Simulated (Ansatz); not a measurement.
## Debugging a many-body input for SiO2 (Quartz)

A first try at the G0W0 gap of SiO2 (Quartz), what the program said, and an input that works.

Main program and level: Ansatz 0.2.0; G0W0 on LDA, plane waves, PAW.

### 1. Set-up

Symmetry: P3_121, No. 152, trigonal system. Conventional cell: a = 4.916 Å, b = 4.916 Å, c = 5.409 Å, α = 90.00°, β = 90.00°, γ = 120.00°. Si has 4 O at 1.61 Å nearest. Nearest to O lie 2 Si at 1.61 Å. Farther neighbours and most contacts between anions are not listed.

The cell and positions come from the Crystallography Open Database and are kept as given unless a step says otherwise. The default PAW set here is soft_2. Its files were made with PBE.

### 2. First try

input.yaml

```yaml
crystal:
  lattice:
    - [4.9158, 0.0, 0.0]
    - [-2.4579, 4.2572076799, 0.0]
    - [0.0, 0.0, 5.4091]
  atoms:
    - { symbol: Si, position: [0.5303, 0.0, 0.3333333333] }
    - { symbol: Si, position: [0.0, 0.5303, 0.6666666667] }
    - { symbol: Si, position: [0.4697, 0.4697, 0.0] }
    - { symbol: O, position: [0.1462, 0.4142, 0.881] }
    - { symbol: O, position: [0.5858, 0.732, 0.2143333333] }
    - { symbol: O, position: [0.268, 0.8538, 0.5476666667] }
    - { symbol: O, position: [0.4142, 0.1462, 0.119] }
    - { symbol: O, position: [0.732, 0.5858, 0.7856666667] }
    - { symbol: O, position: [0.8538, 0.268, 0.4523333333] }
kpoints:
  mp_grid: { grid: [6, 6, 2] }
hamiltonian:
  xc: lda
scf:
  occupations: { method: fixed }
gw:
  n_empty_bands: 183
  ecut_chi: 10
  qp_bands: [v3, c3]
  qp_kpoints: band_edges
  screening: { model: contour_deformation }
```

Command:

```console
> ansatz run input.yaml --threads 3 --pin off --max-ram 92160MiB --backend cuda --events-out ev --progress --plain --runs-dir out --devices 1 --max-vram 13GiB
```

Numbers of over 12 decimals in the logs are rounded to 6 here.

What it wrote:

```text
GPUs: using 1 of 1 available (devices: 1).
Engine: ansatz 0.2.0, x86_64-unknown-linux-gnu
Pseudopotentials: kind: paw
Pseudopotential: Si, paw, valence charge 4, recommended cutoff 420 eV (normal), Si.paw.azcp
Pseudopotential: O, paw, valence charge 6, recommended cutoff 420 eV (normal), O.paw.azcp
Functional definition: SPW92
  exchange = slater_x
  correlation = pw_c
device memory: the entry about to start is reckoned to put 1.8 GiB on a device that reports 44.7 GiB free (of which the cap on the GPU budget leaves the run 13.0 GiB)
GPU FFT provider: cuFFT
GPU libraries: cuBLAS 13.8.2, cuFFT 12.4.0, cuSOLVER 12.3.4
Crystal: 9 atoms, lattice volume = 113.199 Å³
Basis set: ecut = 420 eV, 2209 PW (Γ)
Bands: 33, of which v1, the nominal top of the filled ones, is band 24 counted from 1 (23 counted from 0)
Symmetry: 6 space group operations
Space group: P3121 (ITA 152), of the structure as read, at distance tolerance 4.8e-5 Å
k-points: 14 of 72 (time reversal used)
Non-local potential: Si, projectors of the file, l = 0: 2, l = 1: 2, l = 2: 2
Non-local potential: O, projectors of the file, l = 0: 2, l = 1: 2, l = 2: 1
PAW form: soft (Blöchl's): semilocal exchange-correlation on the pseudo side does not see the compensation charge
PAW frozen core: Si, regenerated for the run's functional, and the local potential with it (the file was generated under x = pbe(κ = 0.804, μ = 0.219515), c = pbe(β = 0.066725))
PAW frozen core: O, regenerated for the run's functional, and the local potential with it (the file was generated under x = pbe(κ = 0.804, μ = 0.219515), c = pbe(β = 0.066725))
PAW one-centre angular grid: Si, 110 points (default); XC on 64 Gauss nodes
PAW one-centre angular grid: O, 110 points (default); XC on 64 Gauss nodes
Initial density: superposition of atomic densities (neutral atoms: chi_scale 0, normalization atom), corrected by the library's trained network
Initial wavefunctions: pseudopotential atomic-orbital guess
GPU buffer pool allocated for 51840 grid points (all kernels)
GPU transforms: local potential and band sums: pruned to the plane-wave sphere, on 36×36×40
Functional: x = slater, c = lda
SCF iter   1: F=—  HF=-5168.209496 eV  |F-HF|=—  |Δ(HF+E_count)|=         —  Δρ=1.40e-2  dr2=1.99e-1  ethr=1.77e-3  ⟨swp⟩=4.9  Hψ=2117  notcnv=0  defer=85
preconditioner: auto → Resta (q_TF=auto, 2.365 Å⁻¹)  ε∞=3.1  [insulator: Δε(μ)=5.589 eV  Ē_g=16.591 eV  n_scr=22 (ndim 8)  ℏωp=24.2 eV  f_vac=0.113  ε∞_Penn≈3.1]
SCF iter   2: F=—  HF=-5168.152882 eV  |F-HF|=—  |Δ(HF+E_count)|=   5.66e-2  Δρ=3.69e-3  dr2=5.63e-3  ethr=4.14e-4  ⟨swp⟩=2.0  Hψ=830  notcnv=0  defer=94
SCF iter   3: F=—  HF=-5168.151443 eV  |F-HF|=—  |Δ(HF+E_count)|=   1.44e-3  Δρ=1.72e-3  dr2=2.08e-3  ethr=1.17e-5  ⟨swp⟩=2.1  Hψ=703  notcnv=0  defer=96
SCF iter   4: F=—  HF=-5168.150879 eV  |F-HF|=—  |Δ(HF+E_count)|=   5.64e-4  Δρ=1.53e-4  dr2=3.34e-5  ethr=4.33e-6  ⟨swp⟩=3.0  Hψ=703  notcnv=0  defer=96
SCF iter   5: F=—  HF=-5168.150894 eV  |F-HF|=—  |Δ(HF+E_count)|=   1.47e-5  Δρ=2.44e-5  dr2=6.17e-7  ethr=6.97e-8  ⟨swp⟩=2.1  Hψ=760  notcnv=0  defer=61
SCF iter   6: F=-5168.150894 eV  HF=-5168.150894 eV  |F-HF|=2.66e-8  |Δ(HF+E_count)|=   4.22e-7  Δρ=4.88e-6  dr2=2.26e-8  ethr=2.08e-10  ⟨swp⟩=11.2  Hψ=2021  notcnv=0
SCF 1 converged in 6 iterations: F = -5168.150894 eV  dr2 = 2.26e-8
[...]
device memory: the entry about to start is reckoned to put 2.5 GiB on a device that reports 40.7 GiB free (of which the cap on the GPU budget leaves the run 13.0 GiB)
NSCF: frozen V_eff on 14 k-points
[...]
device memory: the entry about to start is reckoned to put 4.4 GiB on a device that reports 40.7 GiB free (of which the cap on the GPU budget leaves the run 13.0 GiB)
NSCF: frozen V_eff on 14 k-points
G₀W₀ screening: q 1/14
[... further progress lines ...]
SCF converged after 6 iterations
Free energy (F): -5168.150894 eV
Harris-Foulkes:  -5168.150894 eV  (|F-HF|=2.66e-8)
Internal energy: -5168.150894 eV  (E = F + TS)
E sigma→0 (E₀):  -5168.150894 eV
Fermi energy:    2.193598 eV
--- Per-component energies (eV) ---
  E_band       = -219.877939
  E_kinetic    = 1202.098130
  E_local      = -2959.181686  (includes V_loc(G=0)·N_el)
  E_nonlocal   = 376.738180
  E_hartree    = 1052.126113
  E_xc         = -602.558496
  E_vxc        = -705.166219  (∫ρ·V_xc dr)
  E_paw        = -2349.248697  (= ΣΔE_a)
  E_vpaw       = -238.635227  (= ΣTr[D̂ρ^β])
  E_aug_tail   = 0.015944  (compensation charges beyond the density's cutoff)
  E_ewald      = -1888.974903
  E_core_change = 0.834521  (= ΣΔE_core)
  E_smearing   = -0.000000  (= −TS)
  E_closure    = 0.000000  (closes the sum)
  Σ components = -5168.150894   (vs F -5168.150894, Δ=0.00e0)
--- Band table (eV; the first three rows and the last of 14) ---
  k-point 0: bands = [... 20 lower, 1.1786, 1.5004, 1.8685, 1.8685, 7.9425, 11.2106, 11.2106, 11.6843, ... 5 higher]
  k-point 1: bands = [... 20 lower, 0.9653, 1.9803, 1.9803, 2.1040, 9.8854, 9.8854, 10.8930, 11.6746, ... 5 higher]
  k-point 2: bands = [... 20 lower, 1.1787, 1.3983, 1.9268, 1.9623, 8.3667, 11.2009, 11.2636, 11.7186, ... 5 higher]
  k-point 13: bands = [... 20 lower, 1.2425, 1.4178, 1.5954, 1.5954, 11.0662, 11.6831, 11.6831, 12.0188, ... 5 higher]
--- G₀W₀: contour deformation, 5 samples at zero and on the imaginary axis and 1 off it, 72 q-points, 183 empty bands' worth ---
  eigenvalues of the whole cell's RPA ε∞ on this k-mesh (on a slab, of 1 + 4πα/V) = 2.5831, 2.5831, 2.6282; static W/v taken at q = 0 is 0.380503
  bands read: the sum over 207 bands ends inside a degenerate multiplet in 2 slots, whose members it reads at an even weight; the widest, k=0: bands 207 to 208 (counted from 1) at 1/2 each
  gw.qp_kpoints: band_edges: 13 of 14 stored k-points solved, in 1 pass; an edge of the gap read off the rows below is read off those points alone
    valence top: of the k-points left out ik 13 came nearest to being solved in a further pass, in band 23 (counted from 1, as in the quasiparticle table): it holds the edge there only if its correction is more favourable than any solved in that band by at least 0.592 eV; those differ by 0.047 eV
    conduction bottom: of the k-points left out ik 13 came nearest to being solved in a further pass, in band 25 (counted from 1, as in the quasiparticle table): it holds the edge there only if its correction is more favourable than any solved in that band by at least 3.124 eV; those differ by 1.099 eV
    ik  band        ε_KS         Σx   Σc(E_QP)       V_xc       Z   E_QP_lin       E_QP  E_QP is
     0    22      1.5004   -26.2725     3.4329   -20.3813  0.8675    -1.0038    -0.9577  root
     0    23      1.8685   -26.1725     3.3748   -20.4056  0.8688    -0.5658    -0.5235  root
     0    24      1.8685   -26.1725     3.3748   -20.4056  0.8688    -0.5658    -0.5235  root
     0    25      7.9425    -7.7322    -3.1699   -12.7239  0.8836     9.7821     9.7642  root
     0    26     11.2106    -6.5882    -3.4308   -12.4366  0.8782    13.6661    13.6281  root
     0    27     11.2106    -6.5882    -3.4308   -12.4366  0.8782    13.6661    13.6281  root
     1    22      1.9803   -26.6874     3.3775   -20.8748  0.8698    -0.4980    -0.4547  root
     1    23      1.9803   -26.6874     3.3775   -20.8748  0.8698    -0.4980    -0.4547  root
     1    24      2.1040   -26.6691     3.3673   -20.8887  0.8700    -0.3512    -0.3090  root
     1    25      9.8854    -8.6353    -3.3312   -13.9698  0.8781    11.9134    11.8887  root
     1    26      9.8854    -8.6353    -3.3312   -13.9698  0.8781    11.9134    11.8887  root
     1    27     10.8930    -4.4379    -3.4049   -10.0259  0.8809    13.1052    13.0761  root
     2    22      1.3983   -26.1361     3.4467   -20.2332  0.8670    -1.1044    -1.0579  root
     2    23      1.9268   -26.3934     3.3804   -20.6034  0.8692    -0.5254    -0.4826  root
[...]
12    23      1.7546   -26.5047     3.4142   -20.6542  0.8687    -0.7259    -0.6816  root
    12    24      2.1936   -26.7561     3.3453   -21.0127  0.8708    -0.2456    -0.2044  root
    12    25     10.8653    -8.3570    -3.4664   -14.0745  0.8754    13.1505    13.1163  root
    12    26     10.8653    -8.3570    -3.4664   -14.0745  0.8754    13.1505    13.1163  root
    12    27     11.3436    -8.6458    -3.5166   -14.3697  0.8736    13.5849    13.5509  root
```

Elapsed: 32 s, on 1 × NVIDIA H100 80GB HBM3 (shared by 6 runs) with 3 threads of AMD EPYC 7R13 (Zen 3), shared host; peak memory 1.2 GiB.

Reading the cycles: dr2 is the Hartree energy of the density residual (eV), the measure of convergence; HF is the Harris–Foulkes estimate of the energy, which meets the free energy F at convergence.

**What went wrong?**

The run ended normally, though the input holds a fault or crude settings.

The fault: screening cutoff of 10 eV. Nearly all local fields and short-range correlation are left out.

It printed a gap of 9.97 eV, which is an artefact of the settings.

### 3. A better input

G0W0 replaces the xc potential by the self-energy, built once from these orbitals. Only a window of levels is corrected, while the sums run over the empty bands that the input names.

Edit input.yaml of step 2 so:

```diff
@@ -16,3 +16,3 @@
 kpoints:
-  mp_grid: { grid: [6, 6, 2] }
+  mp_grid: { grid: [6, 6, 4] }
 hamiltonian:
@@ -22,4 +22,4 @@
 gw:
-  n_empty_bands: 183
-  ecut_chi: 10
+  n_empty_bands: 288
+  ecut_chi: 108
   qp_bands: [v3, c3]
```

What it wrote:

```text
GPUs: using 1 of 1 available (devices: 1).
[...]
GPU FFT provider: cuFFT
GPU libraries: cuBLAS 13.8.2, cuFFT 12.4.0, cuSOLVER 12.3.4
Crystal: 9 atoms, lattice volume = 113.199 Å³
Basis set: ecut = 420 eV, 2209 PW (Γ)
Bands: 33, of which v1, the nominal top of the filled ones, is band 24 counted from 1 (23 counted from 0)
Symmetry: 6 space group operations
[...]
k-points: 24 of 144 (time reversal used)
[...]
GPU buffer pool allocated for 51840 grid points (all kernels)
[...]
SCF iter   1: F=—  HF=-5168.209528 eV  |F-HF|=—  |Δ(HF+E_count)|=         —  Δρ=1.40e-2  dr2=1.99e-1  ethr=1.77e-3  ⟨swp⟩=5.0  Hψ=3657  notcnv=0  defer=147
[...]
SCF iter   6: F=-5168.150843 eV  HF=-5168.150843 eV  |F-HF|=2.56e-8  |Δ(HF+E_count)|=   4.31e-7  Δρ=4.95e-6  dr2=2.34e-8  ethr=2.08e-10  ⟨swp⟩=11.3  Hψ=3463  notcnv=0
SCF 1 converged in 6 iterations: F = -5168.150843 eV  dr2 = 2.34e-8
[...]
0    22      1.5004   -26.2764     4.3255   -20.3813  0.8038    -0.0904    -0.0691  root
     0    23      1.8685   -26.1664     4.2399   -20.4056  0.8055     0.3284     0.3477  root
     0    24      1.8685   -26.1664     4.2399   -20.4056  0.8055     0.3284     0.3477  root
     0    25      7.9425    -7.7374    -3.4705   -12.7240  0.8656     9.4703     9.4585  root
     0    26     11.2105    -6.5907    -3.9562   -12.4367  0.8564    13.1232    13.1003  root
     0    27     11.2105    -6.5907    -3.9562   -12.4367  0.8564    13.1232    13.1003  root
     1    22      1.6552   -26.3975     4.3170   -20.5319  0.8042     0.0861     0.1066  root
     1    23      1.9661   -26.4774     4.2881   -20.6731  0.8048     0.4307     0.4499  root
[...]
22    24      1.9901   -26.4853     4.2678   -20.7140  0.8054     0.4680     0.4866  root
    22    25     10.9360    -9.7613    -4.0973   -15.9739  0.8456    13.0812    13.0512  root
    22    26     11.1274    -7.0481    -3.7244   -12.5429  0.8561    12.9178    12.8977  root
    22    27     11.5275    -8.4874    -3.8132   -14.2635  0.8480    13.5163    13.4903  root
[key lines of the parts left out:]
SCF converged after 6 iterations
Free energy (F): -5168.150843 eV
Fermi energy:    2.193630 eV
```

It took 66 s on 1 × NVIDIA H100 80GB HBM3 (shared by 6 runs) with 3 threads; peak memory 1.7 GiB; 99 s of CPU time.

Numbers from this step:

| Item | Value |
| --- | --- |
| bands summed | 312 |
| RPA ε∞ on this mesh (eigenvalues) | 2.406, 2.406, 2.437 |
| plane waves in the screening matrix | 303 |
| q-points in the mesh | 144 |
| G0W0 gap on the mesh | 8.736 eV |
| k of the valence top | 0.3333, 0.3333, 0 |
| k of the conduction bottom | 0, 0, 0 |
| starting gap on the mesh | 5.749 eV |
| Z at the valence top | 0.8057 |
| Z at the conduction bottom | 0.8656 |
| least direct G0W0 gap on the computed points | 9.111 eV |

The gap on the mesh goes from 5.75 eV to 8.74 eV, a correction of +2.99 eV. Between the two edge states, bare exchange in place of the xc potential would open the gap by 10.72 eV, and correlation takes back 7.74 eV.

### 4. Outcome

| Item | Value |
| --- | --- |
| first try | converged after 32 s |
| better run | G0W0 gap on the mesh 8.74 eV (6×6×4 mesh, 288 empty bands, screening to 108 eV) |

The second run differs in: mesh, empty bands and screening cutoff (eV). Bands and cutoff are finite, so the gap is not at the basis limit. The miss can reach some tenths of an eV and take either sign; the mesh is an error of its own.

[Paths, hosts, dates, memory and timing lines, banners, echoed tables and standing remarks are left out of the program output.]

[Logs are printed without paths, hosts, clocks, repeated set-up lines and the standing remarks that a program may print on its own settings, such as how far it seeks lower states.]

[Runs of the session that timed out or met a known fault of the program may be left out.]

[Cells called generated may have been cut or substituted from an entry of the Crystallography Open Database or the Materials Project.]

[Hosts, paths, dates, database ids (printed as entryN), source tags and the programs' standing remarks are cut or masked in the printed files.]
